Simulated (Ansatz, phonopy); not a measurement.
## Quasi-harmonic thermodynamics of Cu (Copper, Fm-3m)

How much does Cu (Copper) expand with temperature?

Measurements to reproduce:
- heat capacity C_P per formula unit 24.5 J/mol/K near room temperature (given in “High-Throughput Prediction of Finite-Temperature Properties using the Quasi-Harmonic Approximation”, 2016, arXiv:1603.06924)

Main program and level: Ansatz 0.2.0; DFT LDA, scalar-relativistic, plane waves, PAW, in the first sound run; inputs show where later runs differ.

### 1. The starting structure

The structure is cubic, space group Fm-3m (No. 225). Conventional cell: a = 3.615 Å, b = 3.615 Å, c = 3.615 Å, α = 90.00°, β = 90.00°, γ = 90.00°. Nearest to Cu lie 12 Cu at 2.56 Å.

As a file:

```cif
data_structure
_symmetry_space_group_name_H-M 'P 1'
_symmetry_Int_Tables_number 1
_cell_length_a 2.5562
_cell_length_b 2.5562
_cell_length_c 2.5562
_cell_angle_alpha 60.000
_cell_angle_beta 60.000
_cell_angle_gamma 60.000
_cell_volume 11.81
loop_
_atom_site_label
_atom_site_type_symbol
_atom_site_fract_x
_atom_site_fract_y
_atom_site_fract_z
_atom_site_occupancy
Cu1 Cu 0.00000 0.00000 0.00000 1
```

### 2. Probe on a coarse mesh

A cheap single point shows whether the cell is a metal or an insulator and how far it is from rest; that sets the k-mesh and the occupations of what follows.

File input.yaml:

```yaml
crystal:
  lattice:
    - [0.0, 1.8075, 1.8075]
    - [1.8075, 0.0, 1.8075]
    - [1.8075, 1.8075, 0.0]
  atoms:
    - { symbol: Cu, position: [0.0, 0.0, 0.0] }
kpoints:
  mp_grid: { grid: [8, 8, 8] }
hamiltonian:
  xc: lda
scf:
  occupations: { method: gaussian, width: 0.1 }
  lower_state_search: "off"
output:
  forces: true
  stress: true
  eigenvalues: true
```

Run with:

```
$ ansatz run input.yaml --threads 8 --pin off --max-ram 16384MiB --backend cpu --events-out ev --progress --plain --runs-dir out
```

Then come: A loose first relaxation; relaxation; relaxing to small residual forces and stress; phonons on strained cells; quasi-harmonic fit by phonopy; the quasi-harmonic study, q-mesh 6×6×6; A new level, relaxed again; phonons on strained cells, q-mesh 4×4×4. Settings of the main run: cutoff 487.2 eV, 24×24×24 k-mesh, Methfessel-Paxton occupations, smearing width 0.2 eV, search for lower states off, highest temperature 1200 K, menu sort level, 3×3×3 q-mesh, PAW set soft 2.

Q: Predict the isothermal bulk modulus at 298 K.

Near room temperature Cu (Copper) expands by 41.9 × 10⁻⁶/K in volume by LDA, with C_P = 24.2 J/(mol K) per mole of atoms and B_T = 176 GPa. The q-mesh is coarse, and the expansion can converge slowly with it. C_P at room temperature is 97 % of the classical 3R an atom; C_V is 95 %, and the rest is expansion work. In this metal the study includes the electrons' free energy, which adds a term that grows with temperature, so the heat capacities need not level off at 3R.

* volume expansion coefficient at 298 K: 41.94 1e-6/K
* C_P at 298 K: 24.23 J/mol-atom/K
* isothermal bulk modulus at 298 K: 176.2 GPa
* Grüneisen parameter at 298 K: 2.080
* volume at 298 K: 11.04 Å³/atom
* principal linear expansion coefficients at 298 K: 13.98, 13.98, 13.98 1e-6/K

A measured heat capacity per formula unit near room temperature is 24.5 J/mol/K (arXiv:1603.06924); the calculated 24.2 J/mol/K differs by -1 %. The PAW files were made for PBE and are used here under another functional, for which the program regenerates the frozen cores. The cell of these runs is 8 % smaller in volume than the database cell; frequencies and all that rests on them shift with it.

[Logs are printed without paths, hosts, clocks, repeated set-up lines and the standing remarks that a program may print on its own settings, such as how far it seeks lower states.]

[Hosts, paths, dates, database ids (printed as entryN), source tags and the programs' standing remarks are cut or masked in the printed files.]

[A step with changed settings may run another functional than the one named; its input shows which.]

[Pressures of single members of a volume series are the stress at the run's cutoff; with an incomplete basis they can lie off −dE/dV of the same runs, and they are not shown converged.]
